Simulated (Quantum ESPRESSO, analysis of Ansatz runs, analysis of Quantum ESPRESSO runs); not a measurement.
**Reproducing a measured local vibrational mode: As-H pair in CdTe (Quantum ESPRESSO)**

Aim: the local vibrational mode of the As-H pair in CdTe, to be set beside the measurement. Set-up: PBE, GBRV 1.5 PBE, 32-site cell, PBE lattice, k: the single point 1/4 1/4 1/4, smearing 1.0 eV. The model is a cell of 32 host atoms with As put on another atom's site and H put in between. The frequencies come from force constants among the defect atom and its neighbours, with the masses of the isotopes named.

Measured beforehand: As-H stretch, 1H: 2022 cm⁻¹, by infrared absorption (quoted in “Hydrogen in Compound Semiconductors”, 1993, E.E. Haller, quoting earlier work (1993)).

Program: Quantum ESPRESSO 7.5. Level of theory: Quantum ESPRESSO plane-wave DFT, PBE, GBRV 1.5 PBE potentials; relaxation of all atoms of a defect supercell. Results are calculated unless marked as measured.

## 1. Set-up

The cell holds 33 atoms: 16 Cd, 15 Te, 1 As and 1 H. Its edges and angles: a = 11.483 Å, b = 11.483 Å, c = 11.483 Å, α = 109.5°, β = 109.5°, γ = 109.5°. It derives from CdTe (space group F-43m). Nearest the centre at fractional (0.443, 0.693, 0.443): H33 at 0.65 Å, As28 at 0.89 Å, Cd7 at 2.68 Å, Cd16 at 3.13 Å, Cd9 at 3.15 Å, Cd12 at 3.15 Å, Te22 at 4.16 Å, Te23 at 4.19 Å.

The host's primitive cell comes from a first run (Quantum ESPRESSO plane-wave DFT, PBE, GBRV 1.5 PBE potentials; relaxation of cell and atoms of a defect-free cell): vectors of 4.688, 4.688 and 4.688 Å. That is 36.43 Å³ an atom, 7.1 % over the diffraction cell's volume. The supercell is built on it.

## 2. Relaxation, charge 0

Every later number rests on the structure around the defect, so the atoms are relaxed at the host's lattice first.

Contents of pw.in:

```
&CONTROL
  calculation = 'relax'
  prefix = 'pwscf'
  outdir = './tmp'
  pseudo_dir = './pseudo'
  tprnfor = .true.
  disk_io = 'low'
  nstep = 70
  forc_conv_thr = 0.00039
  etot_conv_thr = 0.0001
/
&SYSTEM
  ibrav = 0
  nat = 33
  ntyp = 4
  ecutwfc = 45
  ecutrho = 360
  nbnd = 148
  occupations = 'smearing'
  smearing = 'gaussian'
  degauss = 0.07349864
  nosym = .true.
/
&ELECTRONS
  conv_thr = 3d-08
  electron_maxstep = 100
  mixing_beta = 0.5
/
&IONS
  ion_dynamics = 'bfgs'
/
ATOMIC_SPECIES
Cd   112.4140 cd_pbe_v1.uspp.F.UPF
Te   127.6000 te_pbe_v1.uspp.F.UPF
As    74.9216 as_pbe_v1.uspp.F.UPF
H      1.0080 h_pbe_v1.4.uspp.F.UPF
CELL_PARAMETERS angstrom
  -6.6299189394    6.6299189394   -6.6299189394
   6.6299189394    6.6299189394    6.6299189394
   6.6299189394   -6.6299189394   -6.6299189394
ATOMIC_POSITIONS crystal
Cd    -0.0015948951   -0.0009026862    0.0003197360
Cd    -0.0008902867    0.2486667531    0.7506018969
Cd     0.0019254637    0.5010409632    0.5002429529
Cd     0.0002374892    0.7498506117    0.2483171051
Cd     0.2503486456    0.0001180970    0.7518729924
Cd     0.2515412903    0.2499149301    0.5013791315
Cd     0.2096677019    0.4587017340    0.2095004903
Cd     0.2485483961    0.7494243644   -0.0019440267
Cd     0.4998983041   -0.0009140931    0.4981238535
Cd     0.5002405995    0.2484127061    0.2501858196
Cd     0.5020581417    0.5005718714    0.0007231200
Cd     0.4979824052    0.7487485211    0.7494272280
Cd     0.7489556495   -0.0020816204    0.2485777796
Cd     0.7500145212    0.2503251106   -0.0016024247
Cd     0.7483669509    0.4983050035    0.7481360113
Cd     0.7484551865    0.7504996999    0.4997143467
Te     0.0005366098    0.0019973294    0.7504156643
Te     0.0016074374    0.2516662648    0.5018971235
Te    -0.0020012164    0.4984704866    0.2484843000
Te     0.0014683393    0.7520100784    0.0015454014
Te     0.2513303558    0.0019724950    0.5005227891
Te     0.2494219084    0.2510457216    0.2512635351
Te     0.2487878361    0.4982535892   -0.0019337785
Te     0.2520785329    0.7512945650    0.7508157989
Te     0.5005150760    0.0015047846    0.2494593253
Te     0.5001584765    0.2482402364   -0.0004315498
Te     0.4989465140    0.4991498045    0.7508488353
As     0.5204568026    0.7698572387    0.5199891094
Te     0.7499176182   -0.0013467616   -0.0017067061
Te     0.7520268022    0.2515888098    0.7511846266
Te     0.7504549419    0.4990440913    0.5011177594
Te     0.7519388735    0.7504860000    0.2513734916
H      0.3870442109    0.6349368546    0.3862467055
K_POINTS crystal
1
0.25 0.25 0.25 1.0
```

Launch:

```bash
OMP_NUM_THREADS=1 mpirun -n 4 pw.x -in pw.in > pw.out
```

Log:

```text
This program is part of the open-source Quantum ESPRESSO suite
     for quantum simulation of materials; please cite
         "P. Giannozzi et al., J. Phys.:Condens. Matter 21 395502 (2009);
         "P. Giannozzi et al., J. Phys.:Condens. Matter 29 465901 (2017);
         "P. Giannozzi et al., J. Chem. Phys. 152 154105 (2020);
          URL
     in publications or presentations arising from this work. More details at

     Subspace diagonalization in iterative solution of the eigenvalue problem:
     a serial algorithm will be used

     --------------------
     sticks:   dense  smooth     PW     G-vecs:    dense   smooth      PW
     Min        3177    1590    421               226720    80267   11028
     Max        3179    1591    422               226722    80269   11030
     Sum       12713    6363   1685               906883   321073   44115

     Using Slab Decomposition

     bravais-lattice index     =            0
     lattice parameter (alat)  =      21.7004  a.u.
     unit-cell volume          =    7866.4946 (a.u.)^3
     number of atoms/cell      =           33
     number of atomic types    =            4
     number of electrons       =       288.00
     number of Kohn-Sham states=          148
     kinetic-energy cutoff     =      45.0000  Ry
     charge density cutoff     =     360.0000  Ry
     scf convergence threshold =      3.0E-08
     mixing beta               =       0.5000
     number of iterations used =            8  plain     mixing
     energy convergence thresh.=      1.0E-04
     force convergence thresh. =      3.9E-04
     Exchange-correlation=  SLA  PW   PBX  PBC
                           (   1   4   3   4   0   0   0)
     nstep                     =           70

     celldm(1)=  21.700399  celldm(2)=   0.000000  celldm(3)=   0.000000
     celldm(4)=   0.000000  celldm(5)=   0.000000  celldm(6)=   0.000000

     crystal axes: (cart. coord. in units of alat)
               a(1) = (  -0.577350   0.577350  -0.577350 )
               a(2) = (   0.577350   0.577350   0.577350 )
               a(3) = (   0.577350  -0.577350  -0.577350 )

     reciprocal axes: (cart. coord. in units 2 pi/alat)
               b(1) = (  0.000000  0.866025 -0.866025 )
               b(2) = (  0.866025  0.866025 -0.000000 )
               b(3) = (  0.866025  0.000000 -0.866025 )

     PseudoPot. # 1 for Cd read from file:
     cd_pbe_v1.uspp.F.UPF
     Pseudo is Ultrasoft + core correction, Zval = 12.0
     Generated by new atomic code, or converted to UPF format
     Using radial grid of  889 points,  6 beta functions with:
                l(1) =   0
                l(2) =   0
                l(3) =   1
                l(4) =   1
                l(5) =   2
                l(6) =   2
     Q(r) pseudized with  6 coefficients,  rinner =    1.000   1.000   1.000
                                                       1.000   1.000

     PseudoPot. # 2 for Te read from file:
     te_pbe_v1.uspp.F.UPF
     Pseudo is Ultrasoft + core correction, Zval =  6.0
     Generated by new atomic code, or converted to UPF format
     Using radial grid of  891 points,  5 beta functions with:
                l(1) =   0
                l(2) =   0
                l(3) =   1
                l(4) =   1
                l(5) =   2
     Q(r) pseudized with  6 coefficients,  rinner =    1.800   1.800   1.800
                                                       1.800   1.800

     PseudoPot. # 3 for As read from file:
     as_pbe_v1.uspp.F.UPF
     Pseudo is Ultrasoft + core correction, Zval =  5.0
     Generated by new atomic code, or converted to UPF format
     Using radial grid of  875 points,  6 beta functions with:
                l(1) =   0
                l(2) =   0
                l(3) =   1
                l(4) =   1
                l(5) =   2
                l(6) =   2
     Q(r) pseudized with  8 coefficients,  rinner =    1.300   1.300   1.300
                                                       1.300   1.300

     PseudoPot. # 4 for H  read from file:
     h_pbe_v1.4.uspp.F.UPF
     Pseudo is Ultrasoft, Zval =  1.0
     Generated by new atomic code, or converted to UPF format
     Using radial grid of  615 points,  2 beta functions with:
                l(1) =   0
                l(2) =   0
     Q(r) pseudized with  8 coefficients,  rinner =    0.700

     atomic species   valence    mass     pseudopotential
     Cd               12.00   112.41400     Cd( 1.00)
     Te                6.00   127.60000     Te( 1.00)
     As                5.00    74.92160     As( 1.00)
     H                 1.00     1.00800     H ( 1.00)

     No symmetry found

   Cartesian axes

     site n.     atom                  positions (alat units)
         1        Cd     tau(   1) = (   0.0005842  -0.0016266   0.0002150  )
         2        Cd     tau(   2) = (   0.5774420  -0.2903064  -0.2892784  )
         3        Cd     tau(   3) = (   0.5769799   0.0015724  -0.0006509  )
         4        Cd     tau(   4) = (   0.5761553   0.2896976   0.2894234  )
         5        Cd     tau(   5) = (   0.2896234  -0.2894870  -0.5785647  )
         6        Cd     tau(   6) = (   0.2885324   0.0000445  -0.2904104  )
         7        Cd     tau(   7) = (   0.2647350   0.2649281   0.0228247  )
         8        Cd     tau(   8) = (   0.2880585   0.5773022   0.2903033  )
         9        Cd     tau(   9) = (  -0.0015522   0.0004967  -0.5767361  )
        10        Cd     tau(  10) = (  -0.0009481   0.2877903  -0.2898378  )
        11        Cd     tau(  11) = (  -0.0004406   0.5784512  -0.0012756  )
        12        Cd     tau(  12) = (   0.5774619   0.2871184  -0.2879021  )
        13        Cd     tau(  13) = (  -0.2900951   0.2876915  -0.5771280  )
        14        Cd     tau(  14) = (  -0.2894210   0.5784715  -0.2875707  )
        15        Cd     tau(  15) = (   0.2875632   0.2878299  -0.5763099  )
        16        Cd     tau(  16) = (   0.2896906   0.5769118  -0.2873298  )
        17        Te     tau(  17) = (   0.4340960  -0.4317897  -0.4324093  )
        18        Te     tau(  18) = (   0.4341420  -0.1435428  -0.1453989  )
        19        Te     tau(  19) = (   0.4324099   0.1431742   0.1454850  )
        20        Te     tau(  20) = (   0.4342177   0.4341287   0.4324332  )
        21        Te     tau(  21) = (   0.1450101  -0.1427325  -0.4329438  )
        22        Te     tau(  22) = (   0.1460046   0.1438781  -0.1441296  )
        23        Te     tau(  23) = (   0.1429127   0.4324210   0.1451456  )
        24        Te     tau(  24) = (   0.7217062   0.1458140  -0.1452612  )
[...]
atom   10 type  1   force =    -0.00016961   -0.00002177    0.00022276
     atom   11 type  1   force =    -0.00005330   -0.00018716    0.00002711
     atom   12 type  1   force =    -0.00024776    0.00040441    0.00028602
     atom   13 type  1   force =     0.00004661   -0.00006725   -0.00003454
     atom   14 type  1   force =     0.00035728    0.00002015    0.00000222
     atom   15 type  1   force =    -0.00003031    0.00008359    0.00013590
     atom   16 type  1   force =    -0.00017383   -0.00005931    0.00009235
[...]
Total force =     0.001942     Total SCF correction =     0.000024
     Energy error            =      7.8E-06 Ry
     Gradient error          =      6.2E-04 Ry/Bohr

     number of scf cycles    =  22
     number of bfgs steps    =  21

     energy             old  =   -2275.4845700239 Ry
     energy             new  =   -2275.4845778460 Ry

     CASE: energy            _new < energy            _old

     new trust radius        =       0.0033594173 bohr
     new conv_thr            =       0.0000000003 Ry

ATOMIC_POSITIONS (crystal)
Cd              -0.0020199079       -0.0030321648       -0.0021009099
Cd              -0.0022200626        0.2476571281        0.7468768467
Cd               0.0001560099        0.5001111754        0.5035883378
Cd               0.0004197206        0.7538049762        0.2502847101
Cd               0.2479266868       -0.0027636110        0.7472717076
Cd               0.2504947807        0.2500815195        0.5040909768
Cd               0.2074566412        0.4571333080        0.2073131408
Cd               0.2502408940        0.7535658601       -0.0002186979
Cd               0.5015823096       -0.0091845469        0.5012655035
Cd               0.5039479232        0.2499116924        0.2503340130
Cd               0.5042538824        0.5003539175        0.0004622826
Cd               0.5015032805        0.7512074282        0.7412832505
Cd               0.7473672983       -0.0028456351        0.2475787065
Cd               0.7468024118        0.2473586403       -0.0026583987
Cd               0.7473789974        0.4975617232        0.7473015466
Cd               0.7418058337        0.7515930784        0.5018391292
[...]
NEW-OLD atomic charge density approx. for the potential

     negative rho (up, down):  3.537E-01 0.000E+00

     Self-consistent Calculation

     iteration #  1     ecut=    45.00 Ry     beta= 0.50
     Davidson diagonalization with overlap
     ethr =  1.00E-06,  avg # of iterations =  4.0

     Threshold (ethr) on eigenvalues was too large:
     Diagonalizing with lowered threshold

     Davidson diagonalization with overlap
     ethr =  6.01E-09,  avg # of iterations =  6.0

     negative rho (up, down):  3.537E-01 0.000E+00

     total energy              =   -2275.48458229 Ry
     estimated scf accuracy    <       0.00000368 Ry

     iteration #  2     ecut=    45.00 Ry     beta= 0.50
     Davidson diagonalization with overlap
     ethr =  1.28E-09,  avg # of iterations =  8.0

     negative rho (up, down):  3.537E-01 0.000E+00

     total energy              =   -2275.48458326 Ry
     estimated scf accuracy    <       0.00000132 Ry

     iteration #  3     ecut=    45.00 Ry     beta= 0.50
     Davidson diagonalization with overlap
     ethr =  4.58E-10,  avg # of iterations =  8.0

     negative rho (up, down):  3.537E-01 0.000E+00

     total energy              =   -2275.48458360 Ry
     estimated scf accuracy    <       0.00000022 Ry

     iteration #  4     ecut=    45.00 Ry     beta= 0.50
     Davidson diagonalization with overlap
     ethr =  7.56E-11,  avg # of iterations =  9.0

     negative rho (up, down):  3.537E-01 0.000E+00

     total energy              =   -2275.48458368 Ry
     estimated scf accuracy    <       0.00000003 Ry

     iteration #  5     ecut=    45.00 Ry     beta= 0.50
     Davidson diagonalization with overlap
     ethr =  1.10E-11,  avg # of iterations =  5.0

     negative rho (up, down):  3.537E-01 0.000E+00

     total energy              =   -2275.48458369 Ry
     estimated scf accuracy    <          6.2E-09 Ry

     iteration #  6     ecut=    45.00 Ry     beta= 0.50
     Davidson diagonalization with overlap
     ethr =  2.14E-12,  avg # of iterations =  5.0

     negative rho (up, down):  3.537E-01 0.000E+00

     total energy              =   -2275.48458369 Ry
     estimated scf accuracy    <          1.2E-09 Ry

     iteration #  7     ecut=    45.00 Ry     beta= 0.50
     Davidson diagonalization with overlap
     ethr =  4.02E-13,  avg # of iterations =  8.0

     negative rho (up, down):  3.537E-01 0.000E+00

     End of self-consistent calculation

          k = 0.4330 0.4330-0.4330 ( 40140 PWs)   bands (ev):

[...]
-3.3926  -3.3870  -3.3868  -3.3745  -3.2050  -3.2048  -3.1609  -3.1552
    -3.1551  -3.1336  -3.1297  -3.1295  -3.1174  -3.1173  -3.1171  -3.0881
    -0.0467   0.4598   0.5182   0.5188   0.5200   0.5291   0.5297   0.5437
     0.5446   0.5642   0.6413   0.6420   1.4361   1.7369   1.7898   1.7903
     1.9460   2.3996   2.4000   2.4395   2.4703   2.4727   2.4731   2.4743
     2.4881   2.4885   2.6114   2.6116   2.8519   3.0627   3.0634   3.0977
     3.1028   3.1030   3.1060   3.1273   3.1277   3.1284   3.2829   3.2839
     3.7800   3.9217   3.9221   3.9518   3.9529   3.9533   4.0735   4.0744
     6.0260   6.1498   6.2160   6.2165

     the Fermi energy is     5.1903 ev

!    total energy              =   -2275.48458369 Ry
     estimated scf accuracy    <          2.1E-10 Ry
     smearing contrib. (-TS)   =      -0.14656594 Ry
     internal energy E=F+TS    =   -2275.33801775 Ry

     The total energy is F=E-TS. E is the sum of the following terms:
     one-electron contribution =    -790.96159198 Ry
     hartree contribution      =     589.72279238 Ry
     xc contribution           =    -878.62754965 Ry
     ewald contribution        =   -1195.47166849 Ry

     convergence has been achieved in   7 iterations

     negative rho (up, down):  3.537E-01 0.000E+00

     Forces acting on atoms (cartesian axes, Ry/au):

[...]
atom   26 type  2   force =    -0.00002694    0.00000799   -0.00013439
     atom   27 type  2   force =     0.00014307    0.00007126    0.00017099
     atom   28 type  3   force =     0.00030116   -0.00029755   -0.00000020
     atom   29 type  2   force =    -0.00008658   -0.00015533    0.00003301
     atom   30 type  2   force =    -0.00000750    0.00005298   -0.00008444
     atom   31 type  2   force =     0.00016467    0.00037793    0.00022016
     atom   32 type  2   force =     0.00001070   -0.00032070   -0.00028681
     atom   33 type  4   force =    -0.00008416   -0.00005205    0.00004944

     Total force =     0.001688     Total SCF correction =     0.000050
     Energy error            =      5.8E-06 Ry
     Gradient error          =      3.8E-04 Ry/Bohr

     bfgs converged in  23 scf cycles and  22 bfgs steps
     (criteria: energy <  1.0E-04 Ry, force <  3.9E-04 Ry/Bohr)

     End of BFGS Geometry Optimization

     Final energy             =   -2275.4845836890 Ry

     File ./tmp/pwscf.bfgs deleted, as requested
Begin final coordinates

ATOMIC_POSITIONS (crystal)
[...]
Te               0.4977296658        0.2477806267       -0.0020828303
Te               0.5001440568        0.5021563436        0.7499078450
As               0.5332917769        0.7827186030        0.5329675648
Te               0.7498911465       -0.0003581008        0.0001433403
Te               0.7496665305        0.2499469208        0.7494669841
Te               0.7497841294        0.5019941987        0.4999433110
Te               0.7501057889        0.7500899619        0.2524575868
H                0.3971564293        0.6464515362        0.3966637823
End final coordinates

=------------------------------------------------------------------------------=
   JOB DONE.
=------------------------------------------------------------------------------=
```

The job ended after 40 min (4 MPI ranks of Arm Neoverse V2, shared host; peak memory 4 GiB).

The run converged, but on settings that a careful run would not use, so its numbers are not the defect's.

(Continued in part 2 of 2.)

[Logs are printed without paths, hosts, clocks, repeated set-up lines and the standing remarks that a program may print on its own settings, such as how far it seeks lower states.]

[Hosts, paths, dates, database ids (printed as entryN), source tags and the programs' standing remarks are cut or masked in the printed files.]

[For some hosts the program warned that the k-mesh of the response run may be too coarse for force constants and the static dielectric constant; such warnings are not shown here.]
